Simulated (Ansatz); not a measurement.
**Which site? B in place of C in C(110) slab, H on the bottom face (120 atoms)**

Aim: make B in place of C at several sites of C(110) slab, H on the bottom face (120 atoms), relax each, and compare their energies.

Program: Ansatz 0.2.0. Level of theory: Kohn-Sham DFT, PBE+D3(BJ), PAW (set soft_2), plane waves. Values are calculated unless marked as measured.

## (1) The starting structure

The cell holds 120 atoms: 90 C and 30 H. Cell: a = 12.611 Å, b = 10.701 Å, c = 15.412 Å, α = 90.0°, β = 90.0°, γ = 90.0°. It derives from C (diamond-structure). Diamond-structure C (a = 3.567 Å), (110) slab of 3 atomic planes, 5 x 3 surface cells, H on the broken bonds of the bottom face, 12 Å of vacuum; displaced by a Gaussian of 0.02 Å. Regions: slab, 90 atoms (90 C); hydrogen, 30 atoms (30 H). Vacuum lies along c.

Limits known from the start: The main run has no spin polarisation, so any moments at edges, vacancies or dangling bonds can't form in it. The Brillouin zone is sampled at Γ only, in a cell whose shortest periodic width is 11 Å. 80 of the 120 atoms are held fixed where they were built.

## (2) Single point at the start

A single point comes first, to see the forces before anything moves.

Input file input.yaml:

```yaml
crystal:
  lattice:
    - [12.61125, 0.0, 0.0]
    - [0.0, 10.701, 0.0]
    - [0.0, 0.0, 15.41223]
  atoms:
    - { symbol: C, position: [0.90047, 0.16544, 0.44672] }
    - { symbol: C, position: [0.99961, 0.08516, 0.44683] }
    - { symbol: C, position: [0.00217, 0.99974, 0.52846] }
    - { symbol: C, position: [0.89902, 0.25417, 0.52898] }
    - { symbol: C, position: [0.9023, 0.16843, 0.61108] }
    - { symbol: C, position: [0.99946, 0.08842, 0.61188] }
    - { symbol: C, position: [0.10217, 0.16836, 0.44729] }
    - { symbol: C, position: [0.20177, 0.08247, 0.44573] }
    - { symbol: C, position: [0.19832, 0.00317, 0.52955] }
    - { symbol: C, position: [0.10297, 0.25095, 0.53039] }
    - { symbol: C, position: [0.10086, 0.16945, 0.61153] }
    - { symbol: C, position: [0.1974, 0.08155, 0.60957] }
    - { symbol: C, position: [0.89936, 0.50099, 0.44588] }
    - { symbol: C, position: [0.00103, 0.41191, 0.4488] }
    - { symbol: C, position: [0.99908, 0.33135, 0.53105] }
    - { symbol: C, position: [0.9023, 0.58524, 0.53123] }
    - { symbol: C, position: [0.89824, 0.49744, 0.61184] }
    - { symbol: C, position: [0.99448, 0.41753, 0.61139] }
    - { symbol: C, position: [0.29832, 0.16978, 0.4444] }
    - { symbol: C, position: [0.39793, 0.08318, 0.44573] }
    - { symbol: C, position: [0.39746, 0.99951, 0.53037] }
    - { symbol: C, position: [0.30018, 0.2527, 0.5286] }
    - { symbol: C, position: [0.29795, 0.17216, 0.61147] }
    - { symbol: C, position: [0.40253, 0.08404, 0.61343] }
    - { symbol: C, position: [0.10051, 0.50141, 0.44924] }
    - { symbol: C, position: [0.20003, 0.41578, 0.44664] }
    - { symbol: C, position: [0.20192, 0.33337, 0.52923] }
    - { symbol: C, position: [0.0959, 0.58366, 0.53125] }
    - { symbol: C, position: [0.10223, 0.50351, 0.60902] }
    - { symbol: C, position: [0.19773, 0.41671, 0.61245] }
    - { symbol: C, position: [0.89993, 0.8341, 0.44847] }
    - { symbol: C, position: [0.00173, 0.74864, 0.44564] }
    - { symbol: C, position: [0.00058, 0.66582, 0.52814] }
    - { symbol: C, position: [0.89976, 0.91756, 0.52685] }
    - { symbol: C, position: [0.90307, 0.83128, 0.60976] }
    - { symbol: C, position: [0.99825, 0.75119, 0.61202] }
    - { symbol: C, position: [0.50085, 0.16823, 0.44517] }
    - { symbol: C, position: [0.59942, 0.08355, 0.44495] }
    - { symbol: C, position: [0.60111, 0.00214, 0.52933] }
    - { symbol: C, position: [0.50104, 0.24968, 0.52694] }
    - { symbol: C, position: [0.49747, 0.1673, 0.61055] }
    - { symbol: C, position: [0.60304, 0.08171, 0.61123] }
    - { symbol: C, position: [0.30126, 0.50241, 0.44862] }
    - { symbol: C, position: [0.39949, 0.42019, 0.44672] }
    - { symbol: C, position: [0.40021, 0.33452, 0.53012] }
    - { symbol: C, position: [0.29938, 0.58266, 0.53001] }
    - { symbol: C, position: [0.29885, 0.50138, 0.60932] }
    - { symbol: C, position: [0.40067, 0.41773, 0.61162] }
    - { symbol: C, position: [0.10075, 0.83396, 0.44595] }
    - { symbol: C, position: [0.20254, 0.75369, 0.44558] }
    - { symbol: C, position: [0.19735, 0.66656, 0.52795] }
    - { symbol: C, position: [0.10156, 0.9159, 0.53101] }
    - { symbol: C, position: [0.10041, 0.83482, 0.6099] }
    - { symbol: C, position: [0.19986, 0.75397, 0.6114] }
    - { symbol: C, position: [0.70143, 0.16876, 0.44657] }
    - { symbol: C, position: [0.79786, 0.08417, 0.44683] }
    - { symbol: C, position: [0.79965, 0.00362, 0.52924] }
    - { symbol: C, position: [0.69985, 0.24954, 0.52747] }
    - { symbol: C, position: [0.70107, 0.168, 0.61139] }
    - { symbol: C, position: [0.79978, 0.08185, 0.61066] }
    - { symbol: C, position: [0.50146, 0.50047, 0.44715] }
    - { symbol: C, position: [0.59941, 0.41932, 0.44799] }
    - { symbol: C, position: [0.5981, 0.33272, 0.53071] }
    - { symbol: C, position: [0.50098, 0.58435, 0.52786] }
    - { symbol: C, position: [0.50007, 0.49908, 0.60823] }
    - { symbol: C, position: [0.60022, 0.41509, 0.61142] }
    - { symbol: C, position: [0.29899, 0.83608, 0.44778] }
    - { symbol: C, position: [0.39848, 0.7496, 0.44545] }
    - { symbol: C, position: [0.40101, 0.66717, 0.52893] }
    - { symbol: C, position: [0.3026, 0.91836, 0.5303] }
    - { symbol: C, position: [0.29732, 0.83317, 0.60969] }
    - { symbol: C, position: [0.3967, 0.75379, 0.6107] }
    - { symbol: C, position: [0.69901, 0.49918, 0.44516] }
    - { symbol: C, position: [0.7999, 0.41513, 0.44634] }
    - { symbol: C, position: [0.80002, 0.33442, 0.5272] }
    - { symbol: C, position: [0.70383, 0.58506, 0.53124] }
    - { symbol: C, position: [0.69754, 0.50712, 0.6111] }
    - { symbol: C, position: [0.80123, 0.41478, 0.61117] }
    [... 36 atom lines left out ...]
    - { symbol: H, position: [0.69675, 0.55719, 0.39097] }
    - { symbol: H, position: [0.79844, 0.35767, 0.38845] }
    - { symbol: H, position: [0.49945, 0.89151, 0.38727] }
    - { symbol: H, position: [0.6, 0.69288, 0.39061] }
    - { symbol: H, position: [0.69696, 0.89142, 0.39001] }
    - { symbol: H, position: [0.79995, 0.69629, 0.38937] }
kpoints:
  mp_grid: { grid: [1, 1, 1] }
hamiltonian:
  xc: pbe
  dispersion: d3bj
scf:
  occupations: { method: fermi_dirac, width: 0.05 }
output:
  forces: true
```

Launch:

```console
ansatz run input.yaml --threads 4 --pin off --max-ram 8192MiB --backend cpu --events-out ev --progress --plain --runs-dir out
```

The log of the run:

```text
[...]
Pseudopotentials: kind: paw
Pseudopotential: C, paw, valence charge 4, recommended cutoff 420 eV (normal), C.paw.azcp
Pseudopotential: H, paw, valence charge 1, recommended cutoff 420 eV (normal), H.paw.azcp
[... 5 lines on functional and potentials left out ...]
Crystal: 120 atoms, lattice volume = 2079.926 Å³
Basis set: ecut = 420 eV, 40631 PW (Γ), exchange–correlation on 180×144×216 points (8 copies of the dense FFT grid, shifted against one another)
Bands: 315, of which v1, the nominal top of the filled ones, is band 195 counted from 1 (194 counted from 0)
Symmetry: 1 space group operations
Space group: P1 (ITA 1), of the structure as read, at distance tolerance 1.3e-4 Å
k-points: 1
[... 5 lines on functional and potentials left out ...]
Initial density: superposition of atomic densities (neutral atoms: chi_scale 0, normalization atom), corrected by the library's trained network
Initial wavefunctions: pseudopotential atomic-orbital guess
[...]
SCF iter   1: F=—  HF=-23009.974681 eV  |F-HF|=—  |Δ(HF+E_count)|=         —  Δρ=9.00e-3  dr2=8.63e0  ethr=1.77e-3  ⟨swp⟩=7.0  Hψ=1656  notcnv=0  defer=88
preconditioner: auto → Resta (q_TF=auto, 2.064 Å⁻¹)  ε∞=2.2  [insulator: Δε(μ)=0.417 eV  Ē_g=14.608 eV  σ=0.050 eV  W_gap=0.97  n_scr=304 (ndim 8)  ℏωp=16.1 eV  f_vac=0.590  D(μ)=1.66/eV (n_scr^D=0)  ε∞_Penn≈2.2  vacuum switching on, ρ_ref=1.5e-2 e/Å³]
SCF iter   2: F=—  HF=-23008.820818 eV  |F-HF|=—  |Δ(HF+E_count)|=    1.15e0  Δρ=7.96e-3  dr2=3.66e0  ethr=1.77e-3  ⟨swp⟩=2.0  Hψ=446  notcnv=0  defer=100
SCF iter   3: F=—  HF=-23008.868697 eV  |F-HF|=—  |Δ(HF+E_count)|=   4.79e-2  Δρ=8.55e-3  dr2=5.52e0  ethr=9.40e-4  ⟨swp⟩=2.0  Hψ=376  notcnv=0  defer=21
automatic band count: iteration 3 solves 235 bands in place of 315: the levels show a gap, and the empty bands left out lie too high to hold charge; the band table lists the bands solved (type scf.n_extra_bands for more)
SCF iter   4: F=—  HF=-23008.509731 eV  |F-HF|=—  |Δ(HF+E_count)|=   3.59e-1  Δρ=3.34e-3  dr2=6.20e-1  ethr=9.40e-4  ⟨swp⟩=1.0  Hψ=211  notcnv=0  defer=21
SCF iter   5: F=—  HF=-23008.544419 eV  |F-HF|=—  |Δ(HF+E_count)|=   3.47e-2  Δρ=3.99e-3  dr2=9.84e-1  ethr=1.59e-4  ⟨swp⟩=2.0  Hψ=282  notcnv=0  defer=17
automatic band count: iteration 5 solves 228 bands in place of 235: the levels show a gap, and the empty bands left out lie too high to hold charge; the band table lists the bands solved (type scf.n_extra_bands for more)
SCF iter   6: F=—  HF=-23008.479106 eV  |F-HF|=—  |Δ(HF+E_count)|=   6.53e-2  Δρ=1.01e-3  dr2=4.93e-2  ethr=1.59e-4  ⟨swp⟩=2.0  Hψ=245  notcnv=0  defer=17
SCF iter   7: F=—  HF=-23008.475843 eV  |F-HF|=—  |Δ(HF+E_count)|=   3.26e-3  Δρ=4.10e-4  dr2=5.85e-3  ethr=1.26e-5  ⟨swp⟩=2.0  Hψ=308  notcnv=0  defer=17
[...]
SCF iter  17: F=—  HF=-23008.477851 eV  |F-HF|=—  |Δ(HF+E_count)|=   1.74e-7  Δρ=2.78e-6  dr2=1.79e-7  ethr=1.96e-10  ⟨swp⟩=2.0  Hψ=396  notcnv=0  defer=17
SCF iter  18: F=-23008.477851 eV  HF=-23008.477851 eV  |F-HF|=8.83e-9  |Δ(HF+E_count)|=   6.90e-8  Δρ=1.63e-6  dr2=7.15e-8  ethr=2.56e-11  ⟨swp⟩=4.0  Hψ=638  notcnv=0
SCF 1 converged in 18 iterations: F = -23008.477851 eV  dr2 = 7.15e-8
[...]
SCF converged after 18 iterations
Free energy (F): -23008.477851 eV
Harris-Foulkes:  -23008.477851 eV  (|F-HF|=8.83e-9)
Internal energy: -23008.469413 eV  (E = F + TS)
E sigma→0 (E₀):  -23008.473632 eV
Entropy (-TS):   -0.008438 eV (-0.070 meV/atom)
Fermi energy:    0.335923 eV
--- Per-component energies (eV) ---
[...]
Σ components = -23008.477851   (vs F -23008.477851, Δ=0.00e0)
--- Forces (eV/Å), atoms counted from 1 ---
  atom   1  C     -0.56277299    -0.68639933     0.69286479
  atom   2  C      1.13040979     0.69494650     0.21641802
  atom   3  C     -0.96428889    -0.78013435     1.42724317
  atom   4  C      0.38669668    -0.87078921     0.95228653
[...]
atom 120  H      0.12929058    -1.21561796    -1.57584610
  max |Σ_I F_I| component: 6.95e-4 eV/Å
```

It took 6.8 s on 4 threads of AMD EPYC 9R45, shared host; peak memory 2.2 GiB; 25 s of CPU time.

In the SCF lines HF is the Harris–Foulkes energy and dr2 the Hartree energy of the density residual, in eV; the loop may stop once dr2 is under the threshold and the program's other checks hold. Hψ counts applications of the Hamiltonian.

The r.m.s. force at the start is 1.8 eV/Å.

## (3) Relaxation

The atoms are relaxed in the fixed cell, aiming at the force tolerance of the input.

Input file input.yaml:

```yaml
crystal:
  lattice:
    - [12.61125, 0.0, 0.0]
    - [0.0, 10.701, 0.0]
    - [0.0, 0.0, 15.41223]
  atoms:
    [... the 120 atom lines of step 2 ...]
kpoints:
  mp_grid: { grid: [1, 1, 1] }
hamiltonian:
  xc: pbe
  dispersion: d3bj
scf:
  occupations: { method: fermi_dirac, width: 0.05 }
output:
  forces: true
relax:
  f_tol: 0.05
  max_steps: 120
  constraints:
    - { sites: [0, 1, 2, 3, 6, 7, 8, 12, 13, 18, 19, 21, 24, 25, 26, 30, 31, 32, 33, 36, 37, 38, 39, 42, 43, 45, 48, 49, 50, 54, 55, 56, 57, 60, 61, 63, 66, 67, 68, 72, 73, 74, 78, 79, 80, 81, 84, 85, 86, 87, 90, 91, 92, 93, 94, 95, 96, 97, 98, 99, 100, 101, 102, 103, 104, 105, 106, 107, 108, 109, 110, 111, 112, 113, 114, 115, 116, 117, 118, 119], fix: xyz }
```

The log of the run:

```text
[...]
Crystal: 120 atoms, lattice volume = 2079.926 Å³
Basis set: ecut = 420 eV, 40631 PW (Γ), exchange–correlation on 180×144×216 points (8 copies of the dense FFT grid, shifted against one another)
Bands: 315, of which v1, the nominal top of the filled ones, is band 195 counted from 1 (194 counted from 0)
Symmetry: 1 space group operations
[...]
k-points: 1
[...]
SCF iter   1: F=—  HF=-23009.974681 eV  |F-HF|=—  |Δ(HF+E_count)|=         —  Δρ=9.00e-3  dr2=8.63e0  ethr=1.77e-3  ⟨swp⟩=7.0  Hψ=1656  notcnv=0  defer=88
[...]
SCF iter  12: F=-23008.477839 eV  HF=-23008.477833 eV  |F-HF|=5.51e-6  |Δ(HF+E_count)|=   1.02e-5  Δρ=4.06e-5  dr2=2.98e-5  ethr=1.60e-8  ⟨swp⟩=3.0  Hψ=785  notcnv=0
SCF 1 converged in 12 iterations: F = -23008.477839 eV  dr2 = 2.98e-5
[...]
relax step   1: F+E_penalty+E_count = -23008.47783882 eV  Δ(F+E_penalty+E_count) = +0.000e0 eV  max|allowed force component| = 6.259e0 eV/Å  Δτ_max = 0.0000 Å  (12 SCF iters, dr2 threshold 6.25e-5 eV, accepted)
[...]
relax step   2: F+E_penalty+E_count = -23018.94506444 eV  Δ(F+E_penalty+E_count) = -1.047e1 eV  max|allowed force component| = 3.029e0 eV/Å  Δτ_max = 0.1594 Å  (9 SCF iters, dr2 threshold 1.00e-4 eV, accepted)
[...]
relax step   3: F+E_penalty+E_count = -23021.79281068 eV  Δ(F+E_penalty+E_count) = -2.848e0 eV  max|allowed force component| = 8.914e-1 eV/Å  Δτ_max = 0.1604 Å  (8 SCF iters, dr2 threshold 1.00e-4 eV, accepted)
relax step   4: F+E_penalty+E_count = -23022.07642029 eV  Δ(F+E_penalty+E_count) = -2.836e-1 eV  max|allowed force component| = 1.144e-1 eV/Å  Δτ_max = 0.0375 Å  (7 SCF iters, dr2 threshold 6.88e-5 eV, accepted)
[...]
relax step   5: F+E_penalty+E_count = -23022.07909600 eV  Δ(F+E_penalty+E_count) = -2.676e-3 eV  max|allowed force component| = 1.953e-2 eV/Å  Δτ_max = 0.0048 Å  (8 SCF iters, accepted)
SCF converged after 8 iterations
Free energy (F): -23022.079096 eV
[...]
Internal energy: -23022.078940 eV  (E = F + TS)
E sigma→0 (E₀):  -23022.079018 eV
Entropy (-TS):   -0.000156 eV (-0.001 meV/atom)
Fermi energy:    0.849313 eV
[...]
--- Forces (eV/Å), atoms counted from 1 ---
  atom   1  C     -0.60278113    -0.67974149     0.03422627
  atom   2  C      0.99247851     0.84906346    -0.50459023
  atom   3  C     -1.43634783    -1.22142081     0.15269035
  atom   4  C      0.43779954     0.28463559     0.24986291
  atom   5  C      0.00046056     0.00116958    -0.00269303
  atom   6  C      0.00120966     0.00502477    -0.00068913
  atom   7  C     -0.75080153    -1.58184992    -0.07359958
  atom   8  C     -0.97671038     4.38320930     2.45381279
  atom   9  C      1.25135669    -2.03925238    -0.00966509
  atom  10  C     -0.00067959    -0.00820328    -0.01351507
  atom  11  C      0.00407949    -0.00294291     0.00131906
  atom  12  C     -0.00610111    -0.00180571    -0.01131703
  atom  13  C      0.27898564    -1.52435782    -0.08417665
  atom  14  C     -0.34730368     4.16678999     0.18750541
[...]
atom 119  H      0.06817499     0.77674735    -1.44618515
  atom 120  H      0.13349744    -1.20875498    -1.55518624
  max |Σ_I F_I| component: 3.80e-4 eV/Å
--- Relaxed structure (5 steps of the walk, 5 accepted, 0 SCFs on fresh bases) ---
  F+E_penalty+E_count = -23022.07909600 eV   max|allowed force component| = 1.953e-2 eV/Å
  atoms:
    - { symbol: C, position: [0.900470, 0.165440, 0.446720] }
    - { symbol: C, position: [0.99961, 0.085160, 0.446830] }
    - { symbol: C, position: [0.00217, 0.999740, 0.528460] }
    - { symbol: C, position: [0.89902, 0.25417, 0.52898] }
[...]
- { symbol: H, position: [0.79995, 0.696290, 0.38937] }
```

Elapsed: 23 s, on 4 threads; peak memory 2.2 GiB.

The relaxation converged after 5 steps, 13.6 eV below its start, with a largest force component of 0.020 eV/Å on the free atoms.

## (4) Single point at the relaxed geometry

One more single point at the end of the walk gives the fuller output and checks the residual forces.

Input file input.yaml:

```yaml
crystal:
  lattice:
    - [12.61125, 0.0, 0.0]
    - [0.0, 10.701, 0.0]
    - [0.0, 0.0, 15.41223]
  atoms:
    - { symbol: C, position: [0.90047, 0.16544, 0.44672] }
    - { symbol: C, position: [0.99961, 0.08516, 0.44683] }
    - { symbol: C, position: [0.00217, 0.99974, 0.52846] }
    - { symbol: C, position: [0.89902, 0.25417, 0.52898] }
    - { symbol: C, position: [0.89976, 0.15875, 0.59866] }
    - { symbol: C, position: [0.00013, 0.09518, 0.59836] }
    [... 108 atom lines left out ...]
    - { symbol: H, position: [0.69675, 0.55719, 0.39097] }
    - { symbol: H, position: [0.79844, 0.35767, 0.38845] }
    - { symbol: H, position: [0.49945, 0.89151, 0.38727] }
    - { symbol: H, position: [0.6, 0.69288, 0.39061] }
    - { symbol: H, position: [0.69696, 0.89142, 0.39001] }
    - { symbol: H, position: [0.79995, 0.69629, 0.38937] }
kpoints:
  mp_grid: { grid: [1, 1, 1] }
hamiltonian:
  xc: pbe
  dispersion: d3bj
scf:
  occupations: { method: fermi_dirac, width: 0.05 }
output:
  forces: true
  populations: true
  dos:
    method: { smearing: { sigma: 0.1 } }
    de: 0.1
    projected:
      site_lists:
        C: [C]
        H: [H]
        hydrogen: [90, 91, 92, 93, 94, 95, 96, 97, 98, 99, 100, 101, 102, 103, 104, 105, 106, 107, 108, 109, 110, 111, 112, 113, 114, 115, 116, 117, 118, 119]
  eigenvalues: true
  write_density: true
  write_potential: true
  volumetric_format: npy
  elf: true
```

The log of the run:

```text
[...]
Crystal: 120 atoms, lattice volume = 2079.926 Å³
Basis set: ecut = 420 eV, 40631 PW (Γ), exchange–correlation on 180×144×216 points (8 copies of the dense FFT grid, shifted against one another)
Bands: 315, of which v1, the nominal top of the filled ones, is band 195 counted from 1 (194 counted from 0)
Symmetry: 1 space group operations
[...]
k-points: 1
[...]
SCF iter   1: F=—  HF=-23024.092741 eV  |F-HF|=—  |Δ(HF+E_count)|=         —  Δρ=1.11e-2  dr2=1.04e1  ethr=1.77e-3  ⟨swp⟩=7.0  Hψ=1649  notcnv=0  defer=92
[...]
SCF iter  13: F=-23022.079092 eV  HF=-23022.079092 eV  |F-HF|=9.41e-9  |Δ(HF+E_count)|=   4.55e-8  Δρ=1.04e-6  dr2=1.53e-8  ethr=2.56e-11  ⟨swp⟩=35.0  Hψ=4407  notcnv=0
SCF 1 converged in 13 iterations: F = -23022.079092 eV  dr2 = 1.53e-8
[...]
WARN: The output density's exchange-correlation potential varies sharply where the density is thin. Do not read a vacuum level from v_tot or v_xc, or from such a field of the output density. On a cell that repeats whose density bears no net charge and no dipole along the vacuum's axis use v_es (v_loc + v_h of the components); [...]
SCF converged after 13 iterations
Free energy (F): -23022.079092 eV
[...]
Internal energy: -23022.078936 eV  (E = F + TS)
E sigma→0 (E₀):  -23022.079014 eV
Entropy (-TS):   -0.000156 eV (-0.001 meV/atom)
Fermi energy:    0.849305 eV
[...]
--- Forces (eV/Å), atoms counted from 1 ---
  atom   1  C     -0.60285146    -0.67988492     0.03416710
  atom   2  C      0.99255111     0.84911805    -0.50434580
  atom   3  C     -1.43663919    -1.22073466     0.15300914
  atom   4  C      0.43709109     0.28360216     0.24987585
  atom   5  C      0.00163569     0.00189845    -0.00256202
  atom   6  C     -0.00148528     0.00401917    -0.00194562
  atom   7  C     -0.75090561    -1.58159679    -0.07290427
  atom   8  C     -0.97676591     4.38335039     2.45388204
  atom   9  C      1.25096669    -2.04004262    -0.01058058
  atom  10  C      0.00067799    -0.01117486    -0.01577386
  atom  11  C      0.00293128    -0.00089500     0.00127848
  atom  12  C     -0.00387939    -0.00080915    -0.01105612
  atom  13  C      0.27885379    -1.52438919    -0.08423619
  atom  14  C     -0.34747757     4.16626603     0.18717472
[...]
atom 119  H      0.06818022     0.77674728    -1.44618513
  atom 120  H      0.13350090    -1.20875235    -1.55519449
  max |Σ_I F_I| component: 2.86e-4 eV/Å
--- Band table (eV) ---
[...]
--- Löwdin populations: 120 sites ---
  site symbol       q [e]
     0      C      4.1302
     1      C      4.1215
     2      C      3.9580
[...]
119      H      0.8182
  spilling = 0.007463 (of n_electrons = 390.000000)
```

Elapsed: 11 s, on 4 threads; peak memory 2.2 GiB; 42 s of CPU time.

The program notes that the exchange-correlation potential is rough where the density is thin.

The longest force on a free atom is 0.024 eV/Å; the force values below include the held atoms.

Read from the output:

- free energy: -23022.0791 eV
- free energy per atom: -191.8507 eV/atom
- SCF cycles: 13
- r.m.s. force component: 1.054 eV/Å
- longest force: 5.118 eV/Å
- Fermi energy: 0.8493 eV
- gap (highest filled to lowest empty level): 1.001 eV
- spilling of the projection: 0.007463

[end of part 1 of 2]

[Long decimals in the printed logs are rounded to 6 places.]

[Logs are printed without paths, hosts, clocks, repeated set-up lines and the standing remarks that a program may print on its own settings, such as how far it seeks lower states.]

[Hosts, paths, dates, database ids (printed as entryN), source tags and the programs' standing remarks are cut or masked in the printed files.]
